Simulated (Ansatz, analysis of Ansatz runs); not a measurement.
# How often does S try the jump in CaLa2S4 (I-42d)?

Aim: the prefactor of a hop in CaLa2S4 (I-42d) (V_S hop (3.3 Å), charge +2) from the modes of the moving atom at the start and at the top of a path found beforehand. Model: a cell of 56 host atoms with 1 S taken out.

Calculated with Ansatz 0.2.0; plane-wave PAW DFT, PBEsol; finite-difference force constants of the moving atom alone.

## 1. Starting point

The cell holds 55 atoms: 8 Ca, 16 La and 31 S. Its edges and angles: a = 12.120 Å, b = 12.120 Å, c = 12.088 Å, α = 60.1°, β = 60.1°, γ = 59.8°. It derives from CaLa2S4 (space group I-42d). Nearest the centre at fractional (0.527, 0.600, 0.721): S34 at 1.27 Å, La15 at 2.57 Å, La22 at 2.65 Å, La18 at 2.77 Å, S26 at 3.56 Å, S46 at 3.58 Å, Ca8 at 3.61 Å, S55 at 3.73 Å. The cell carries charge +2.

The cell's shortest repeat is 12.1 Å.

## 2. Vibrations of the moving atom at the start point

Harmonic transition-state theory takes the prefactor from the modes at the minimum and at the top. Only the moving atom is displaced, by 0.02 Å, which takes six displaced runs and a reference; the host's atoms are held.

File qp2.start.modes/input.yaml:

```yaml
crystal:
  lattice:
    - [0.0, 8.54729057, 8.59293812]
    - [8.54729057, 0.0, 8.59293812]
    - [8.54729057, 8.54729057, 0.0]
  atoms:
    - { symbol: Ca, position: [0.00141434, 0.00023332, 3.587e-05] }
    - { symbol: Ca, position: [0.24819821, 0.25028296, 0.25239268] }
    - { symbol: Ca, position: [0.50572931, 0.48865168, 0.49285581] }
    - { symbol: Ca, position: [0.75129924, 0.75395649, 0.74937499] }
    - { symbol: Ca, position: [0.11067492, 0.62447954, 0.88673632] }
    - { symbol: Ca, position: [0.37447154, 0.87381728, 0.12730673] }
    - { symbol: Ca, position: [0.62522716, 0.12717696, 0.37532049] }
    - { symbol: Ca, position: [0.87102506, 0.37587054, 0.62545248] }
    - { symbol: La, position: [0.00418498, 0.62083725, 0.24884328] }
    - { symbol: La, position: [0.24659856, 0.87993754, 0.48782246] }
    - { symbol: La, position: [0.50460473, 0.12052757, 0.74785549] }
    - { symbol: La, position: [0.75231371, 0.37315306, 0.99522478] }
    - { symbol: La, position: [0.12645295, 0.25244801, -0.00147358] }
    - { symbol: La, position: [0.37724982, 0.4953124, 0.25301261] }
    - { symbol: La, position: [0.63383296, 0.7574737, 0.49347271] }
    - { symbol: La, position: [0.87774424, 0.9966739, 0.7519607] }
    - { symbol: La, position: [0.12304294, 0.50419267, 0.62695233] }
    - { symbol: La, position: [0.37291036, 0.75560314, 0.888928] }
    - { symbol: La, position: [0.62248788, -0.00038704, 0.12840591] }
    - { symbol: La, position: [0.87332991, 0.251902, 0.37804749] }
    - { symbol: La, position: [0.24970592, 0.12399932, 0.62323811] }
    - { symbol: La, position: [0.49877094, 0.36141703, 0.8867148] }
    - { symbol: La, position: [0.74799284, 0.62624164, 0.12552311] }
    - { symbol: La, position: [0.9953463, 0.87713708, 0.3742101] }
    - { symbol: S, position: [0.02396317, 0.27693158, 0.79762157] }
    - { symbol: S, position: [0.27596109, 0.52918721, 0.04370282] }
    - { symbol: S, position: [0.52144957, 0.76969177, 0.31131643] }
    - { symbol: S, position: [0.77365385, 0.0264372, 0.5505665] }
    - { symbol: S, position: [0.1517908, 0.39861595, 0.42417529] }
    - { symbol: S, position: [0.65103613, 0.8976798, 0.92754887] }
    - { symbol: S, position: [0.9034583, 0.15155814, 0.17034144] }
    - { symbol: S, position: [0.14795582, 0.05139374, 0.2738478] }
    - { symbol: S, position: [0.39892754, 0.29849144, 0.52780502] }
    - { symbol: S, position: [0.62227349, 0.55825815, 0.76429726] }
    - { symbol: S, position: [0.90031247, 0.80248818, 0.02536372] }
    - { symbol: S, position: [0.17700366, 0.87503316, 0.76067991] }
    - { symbol: S, position: [0.39559868, 0.14609961, 0.02936609] }
    - { symbol: S, position: [0.6508052, 0.39829323, 0.27363218] }
    - { symbol: S, position: [0.89645461, 0.65009855, 0.5302744] }
    - { symbol: S, position: [0.17400069, 0.77587256, 0.151803] }
    - { symbol: S, position: [0.42435729, 0.02346193, 0.39952984] }
    - { symbol: S, position: [0.67349842, 0.27447235, 0.65156253] }
    - { symbol: S, position: [0.92316034, 0.52516744, 0.900039] }
    - { symbol: S, position: [0.02534328, 0.42455457, 0.15174799] }
    - { symbol: S, position: [0.27705949, 0.67403257, 0.39976816] }
    - { symbol: S, position: [0.52605175, 0.92407989, 0.65243208] }
    - { symbol: S, position: [0.77766622, 0.17195836, 0.90229424] }
    - { symbol: S, position: [0.04905295, 0.14963983, 0.52903353] }
    - { symbol: S, position: [0.30677012, 0.42660758, 0.76602127] }
    - { symbol: S, position: [0.55461106, 0.64779471, 0.02654204] }
    - { symbol: S, position: [0.80097873, 0.90253467, 0.27486941] }
    - { symbol: S, position: [0.02570767, 0.77396704, 0.65076053] }
    - { symbol: S, position: [0.27411312, 0.02680868, 0.90149294] }
    - { symbol: S, position: [0.52694575, 0.27059126, 0.15288172] }
    - { symbol: S, position: [0.77445624, 0.52575941, 0.40206873] }
  symmetry: { detect: false }
total_charge: 2
basis:
  ecutwfc: 420
  xc_grid: 2
hamiltonian:
  xc: pbesol
kpoints:
  mp_grid: { grid: [1, 1, 1], shift: [0.25, 0.25, 0.25] }
scf:
  occupations: { method: fixed }
  max_iter: 150
phonons:
  supercell: [1, 1, 1]
  displaced_sites: [33]
  amplitude: 0.02
```

Launch:

```sh
$ ansatz run input.yaml --threads 32 --pin off --max-ram 84787MiB --backend cuda --events-out ev --progress --plain --runs-dir out --max-vram 78GiB
```

Numbers of over 12 decimals in the logs are rounded to 6 here.

The program printed:

```text
[... repeated set-up lines and file paths are left out, and long positions are rounded to six places ...]
Engine: ansatz 0.2.0, aarch64-unknown-linux-gnu
Pseudopotentials: kind: paw
Pseudopotential: Ca, paw, valence charge 10, recommended cutoff 420 eV (normal), Ca.paw.azcp
Pseudopotential: La, paw, valence charge 11, recommended cutoff 420 eV (normal), La.paw.azcp
Pseudopotential: S, paw, valence charge 6, recommended cutoff 420 eV (normal), S.paw.azcp
Functional definition: PBEsol
  exchange = pbesol_x
  correlation = pbesol_c
[...]
Crystal: 55 atoms, lattice volume = 1255.534 Å³
Basis set: ecut = 420 eV, 24517 PW (Γ), exchange–correlation on 180×180×162 points (8 copies of the dense FFT grid, shifted against one another)
Bands: 275, of which v1, the nominal top of the filled ones, is band 220 counted from 1 (219 counted from 0)
Symmetry: 1 space group operations
k-points: 1
Non-local potential: Ca, projectors of the file, l = 0: 3, l = 1: 2, l = 2: 2
Non-local potential: La, projectors of the file, l = 0: 3, l = 1: 2, l = 2: 2, l = 3: 3
Non-local potential: S, projectors of the file, l = 0: 2, l = 1: 2, l = 2: 2
PAW form: soft (Blöchl's): semilocal exchange-correlation on the pseudo side does not see the compensation charge
PAW frozen core: Ca, regenerated for the run's functional, and the local potential with it (the file was generated under x = pbe(κ = 0.804, μ = 0.219515), c = pbe(β = 0.066725))
PAW frozen core: La, regenerated for the run's functional, and the local potential with it (the file was generated under x = pbe(κ = 0.804, μ = 0.219515), c = pbe(β = 0.066725))
PAW frozen core: S, regenerated for the run's functional, and the local potential with it (the file was generated under x = pbe(κ = 0.804, μ = 0.219515), c = pbe(β = 0.066725))
PAW one-centre angular grid: Ca, 110 points (default); XC on 64 Gauss nodes
PAW one-centre angular grid: La, 590 points (default); XC on 64 Gauss nodes
PAW one-centre angular grid: S, 110 points (default); XC on 64 Gauss nodes
Initial density: superposition of atomic densities (neutral atoms scaled as one to the charged cell's electrons: chi_scale 0, normalization atom), corrected by the library's trained network
Initial wavefunctions: pseudopotential atomic-orbital guess
[...]
Functional: x = pbesol(κ = 0.804, μ = 0.123457), c = pbesol(β = 0.046)
SCF iter   1: F=—  HF=-140504.316403 eV  |F-HF|=—  |Δ(HF+E_count)|=         —  Δρ=5.84e-3  dr2=6.92e-1  ethr=1.77e-3  ⟨swp⟩=6.0  Hψ=945  notcnv=0  defer=50
preconditioner: auto → Resta (q_TF=auto, 2.291 Å⁻¹)  ε∞=4.7  [insulator: Δε(μ)=1.960 eV  Ē_g=10.120 eV  n_scr=258 (ndim 8)  ℏωp=19.4 eV  f_vac=0.002  ε∞_Penn≈4.7]
SCF iter   2: F=—  HF=-140504.171828 eV  |F-HF|=—  |Δ(HF+E_count)|=   1.45e-1  Δρ=2.13e-3  dr2=7.12e-2  ethr=1.57e-4  ⟨swp⟩=3.0  Hψ=417  notcnv=0  defer=53
[...]
SCF iter  11: F=-140504.166214 eV  HF=-140504.166214 eV  |F-HF|=0.00e0  |Δ(HF+E_count)|=  4.66e-10  Δρ=7.15e-8  dr2=1.48e-10  ethr=1.00e-12  ⟨swp⟩=25.0  Hψ=1927  notcnv=0
SCF 1 converged in 11 iterations: F = -140504.166214 eV  dr2 = 1.48e-10
  greatest PAW one-centre occupation: 0.995 electrons in one spin orbital (limit 2), on the Ca atom at site 4 (counted from 0), in its partial waves of l = 0
[...]
iter 1 solved again at ethr=3.94e-8 eV; its pass at ethr=3.10e-3 eV (dr2=1.74e-4 eV) is discarded
SCF iter   1: F=—  HF=-140504.164407 eV  |F-HF|=—  |Δ(HF+E_count)|=         —  Δρ=1.14e-4  dr2=3.19e-4  ethr=3.94e-8  ⟨swp⟩=3.0  Hψ=1032  notcnv=0  defer=53
SCF iter   2: F=—  HF=-140504.164348 eV  |F-HF|=—  |Δ(HF+E_count)|=   5.85e-5  Δρ=6.65e-5  dr2=7.78e-5  ethr=3.94e-8  ⟨swp⟩=2.0  Hψ=422  notcnv=0  defer=50
[...]
SCF iter   8: F=-140504.165269 eV  HF=-140504.165269 eV  |F-HF|=2.91e-11  |Δ(HF+E_count)|=    0.00e0  Δρ=2.80e-8  dr2=2.37e-11  ethr=1.00e-12  ⟨swp⟩=4.0  Hψ=916  notcnv=0
SCF 2 converged in 8 iterations: F = -140504.165269 eV  dr2 = 2.37e-11
[...]
iter 1 solved again at ethr=1.80e-10 eV; its pass at ethr=3.10e-3 eV (dr2=7.94e-7 eV) is discarded
[...]
SCF 3 converged in 5 iterations: F = -140504.165278 eV  dr2 = 2.89e-11
[...]
SCF 4 converged in 9 iterations: F = -140504.165507 eV  dr2 = 2.50e-11
[...]
SCF 5 converged in 6 iterations: F = -140504.165667 eV  dr2 = 1.30e-11
[...]
SCF 6 converged in 8 iterations: F = -140504.164950 eV  dr2 = 5.58e-11
[...]
SCF 7 converged in 5 iterations: F = -140504.164931 eV  dr2 = 6.70e-11
SCF converged after 11 iterations
[...]
[... 6 atoms left out ...]
  atom  42  S      0.00092786     0.00233286    -0.00014213
  [... 3 atoms left out ...]
  atom  46  S     -0.00042306    -0.00230633    -0.00059671
  [... 8 atoms left out ...]
  atom  55  S     -0.00044502    -0.00127119     0.00159619
  max |Σ_I F_I| component: 4.76e-6 eV/Å
--- Band table (eV) ---
  k-point 0: bands = ["-30.7277", "-30.7069", "-30.6079", "-30.5834", [... 49 left out ...] "-6.8249", "-6.8114", "-6.7907", "-6.7773"]
--- Phonons: 6 displaced members + reference (amplitude 0.02 Å, Σ member SCF iterations 41) ---
  symmetry images taken by strict's conditions (phonons.symmetry_images: auto; settled by no image being taken that strict refuses)
  force constants formed among 1 of 55 sites (S 33); the other 54 at rest. The modes move the named sites alone.
  the frequencies, the zero-point energy and the sums are of the block with the acoustic sum rule laid on its rows. Row sums over every site: 5.4e-5 eV/Å² at the most
  transpose residual: 9.0e-4 eV/Å²
  largest component of a force at the reference: 3.9e-3 eV/Å on a named site, 7.2e-3 eV/Å on a site at rest
  frequencies among the named sites at Γ of the cell (cm⁻¹): 151.10 199.89 240.26
  unstable modes among the named sites: 0
  frequencies as built, with no sum rule (cm⁻¹): 151.10 199.89 240.26
  zero-point energy: 0.036653 eV/cell   skipped modes (ω ≤ 0): 0
  not written: the harmonic force-constant file, the file of eigenvectors (these modes' are written with the force constants), the density of states and the dispersion, which are of every site
```

It took 3.3 s on 1 × NVIDIA GB200 with 32 threads of Arm Neoverse V2, shared host; peak memory 2.1 GiB; 14 s of CPU time.

Numbers from this step:

| Quantity | Value |
| --- | --- |
| free energy | -140504.1662 eV |
| frequencies of moving atom | 151.1, 199.9, 240.3 cm⁻¹ (negative: imaginary) |

The three modes are 151, 200 and 240 cm⁻¹: all real, a minimum for this atom with the others held.

## 3. Vibrations of the moving atom at the top of the path

The same at the top, where the mode along the path should be imaginary.

File qp2.top.modes/input.yaml:

```yaml
crystal:
  lattice:
    - [0.0, 8.54729057, 8.59293812]
    - [8.54729057, 0.0, 8.59293812]
    - [8.54729057, 8.54729057, 0.0]
  atoms:
    - { symbol: Ca, position: [0.00238552, 0.000235, -0.00171578] }
    - { symbol: Ca, position: [0.24528854, 0.25130292, 0.2542305] }
    - { symbol: Ca, position: [0.5071443, 0.49414166, 0.50169717] }
[... 4 atom lines left out ...]
    - { symbol: Ca, position: [0.87263978, 0.37570219, 0.61977136] }
[... 6 atom lines left out ...]
    - { symbol: La, position: [0.63344933, 0.76862709, 0.48010325] }
[... 2 atom lines left out ...]
    - { symbol: La, position: [0.36701552, 0.75773663, 0.88317805] }
[... 3 atom lines left out ...]
    - { symbol: La, position: [0.49344869, 0.35520796, 0.89416403] }
[... 3 atom lines left out ...]
    - { symbol: S, position: [0.27249218, 0.52686047, 0.04961227] }
[... 7 atom lines left out ...]
    - { symbol: S, position: [0.53387048, 0.59148424, 0.71660827] }
[... 4 atom lines left out ...]
    - { symbol: S, position: [0.88472946, 0.64746583, 0.54156012] }
[... 2 atom lines left out ...]
    - { symbol: S, position: [0.67485041, 0.27113031, 0.65379973] }
[... 3 atom lines left out ...]
    - { symbol: S, position: [0.52672129, 0.92472082, 0.65117799] }
[... 2 atom lines left out ...]
    - { symbol: S, position: [0.30245019, 0.41658409, 0.77213535] }
[... 5 atom lines left out ...]
    - { symbol: S, position: [0.77639299, 0.52743967, 0.39698623] }
  symmetry: { detect: false }
total_charge: 2
basis:
  ecutwfc: 420
  xc_grid: 2
hamiltonian:
  xc: pbesol
kpoints:
  mp_grid: { grid: [1, 1, 1], shift: [0.25, 0.25, 0.25] }
scf:
  occupations: { method: fixed }
  max_iter: 150
phonons:
  supercell: [1, 1, 1]
  displaced_sites: [33]
  amplitude: 0.02
```

The program printed:

```text
[...]
Crystal: 55 atoms, lattice volume = 1255.534 Å³
Basis set: ecut = 420 eV, 24517 PW (Γ), exchange–correlation on 180×180×162 points (8 copies of the dense FFT grid, shifted against one another)
Bands: 275, of which v1, the nominal top of the filled ones, is band 220 counted from 1 (219 counted from 0)
[... 1 set-up line as in the run before ...]
k-points: 1
[...]
SCF iter   1: F=—  HF=-140503.926303 eV  |F-HF|=—  |Δ(HF+E_count)|=         —  Δρ=5.82e-3  dr2=6.41e-1  ethr=1.77e-3  ⟨swp⟩=7.0  Hψ=955  notcnv=0  defer=51
[...]
SCF iter   2: F=—  HF=-140503.788207 eV  |F-HF|=—  |Δ(HF+E_count)|=   1.38e-1  Δρ=2.09e-3  dr2=5.56e-2  ethr=1.46e-4  ⟨swp⟩=3.0  Hψ=416  notcnv=0  defer=53
[...]
SCF iter  10: F=-140503.783704 eV  HF=-140503.783704 eV  |F-HF|=2.62e-10  |Δ(HF+E_count)|=  6.40e-10  Δρ=1.48e-7  dr2=7.35e-10  ethr=1.00e-12  ⟨swp⟩=28.0  Hψ=2019  notcnv=0
SCF 1 converged in 10 iterations: F = -140503.783704 eV  dr2 = 7.35e-10
[...]
SCF iter   1: F=—  HF=-140503.781412 eV  |F-HF|=—  |Δ(HF+E_count)|=         —  Δρ=1.33e-4  dr2=4.50e-4  ethr=5.32e-8  ⟨swp⟩=3.0  Hψ=1015  notcnv=0  defer=53
eigensolver tolerance schedule calibrated: the retry pair's looser diagonalisation under-reported the residual by θ = 0.48 (0.10/decade); [...]
SCF iter   2: F=—  HF=-140503.781320 eV  |F-HF|=—  |Δ(HF+E_count)|=   9.19e-5  Δρ=7.33e-5  dr2=8.65e-5  ethr=5.32e-8  ⟨swp⟩=2.0  Hψ=421  notcnv=0  defer=51
[...]
SCF 2 converged in 8 iterations: F = -140503.782234 eV  dr2 = 6.15e-11
[...]
SCF 3 converged in 5 iterations: F = -140503.783233 eV  dr2 = 9.35e-11
[...]
SCF 4 converged in 9 iterations: F = -140503.783370 eV  dr2 = 9.28e-12
[...]
SCF 5 converged in 5 iterations: F = -140503.783341 eV  dr2 = 6.17e-11
[...]
SCF 6 converged in 8 iterations: F = -140503.781559 eV  dr2 = 5.50e-11
[...]
SCF 7 converged in 6 iterations: F = -140503.781631 eV  dr2 = 1.80e-11
SCF converged after 10 iterations
[...]
[... 4 atoms left out ...]
  atom  42  S     -0.01459875     0.00165329     0.00591377
  [... 3 atoms left out ...]
  atom  46  S     -0.00542162    -0.00166167     0.00206158
  [... 8 atoms left out ...]
  atom  55  S     -0.01112782     0.00068027    -0.00646793
  max |Σ_I F_I| component: 8.10e-7 eV/Å
--- Band table (eV) ---
[...]
transpose residual: 2.0e-3 eV/Å²
[...]
frequencies among the named sites at Γ of the cell (cm⁻¹): -71.98 202.85 330.74
  unstable modes among the named sites: 1
  frequencies as built, with no sum rule (cm⁻¹): -71.97 202.85 330.74
  zero-point energy: 0.033078 eV/cell   skipped modes (ω ≤ 0): 1, of them read as no rigid motion or as one in doubt: 1 (1.000e0 modes/cell left out, lowest -71.98 cm⁻¹)
[...]
```

Run time: 3.2 s. Hardware: 1 × NVIDIA GB200 with 32 threads; peak memory 2.1 GiB; 14 s of CPU time.

This step gave:

```
free energy                : -140503.7837 eV
frequencies of moving atom : -71.98, 202.8, 330.7 cm⁻¹ (negative: imaginary)
```

The three modes are 72i, 203 and 331 cm⁻¹: one imaginary, a saddle of first order for this atom with the others held.

## 4. Attempt frequency and hop rate

Analysis of the runs above: harmonic transition-state theory from the moving atom's modes alone (Vineyard), PBEsol.

It gives:

| Property | Result |
| --- | --- |
| attempt frequency | 3.243 THz |

Hop rate against temperature:

```
temperature (K)  hop rate (1/s)
            200             745
            300           1.2e6
            400           4.9e7
            600           2.0e9
            800          1.3e10
           1000          3.8e10
```

## 5. Summary of results

| Quantity | Value |
| --- | --- |
| attempt frequency (attempt frequency and hop rate) | 3.24 THz |

**Reading.** The attempt frequency, the product of the three frequencies at the start over that of the two real ones at the top (Vineyard), is 3.2 THz. With the barrier of 0.38 eV it gives 2.0e+09 hops a second at 600 K along this one path; equivalent neighbouring sites multiply that. The host's atoms were held, though they move along the path too, so the prefactor is rough. What this leaves open: one k-point off the zone centre stands for the whole zone; spin–orbit coupling, which can matter with heavy atoms, is left out.

[Logs are printed without paths, hosts, clocks, repeated set-up lines and the standing remarks that a program may print on its own settings, such as how far it seeks lower states.]

[Hosts, paths, dates, database ids (printed as entryN), source tags and the programs' standing remarks are cut or masked in the printed files.]
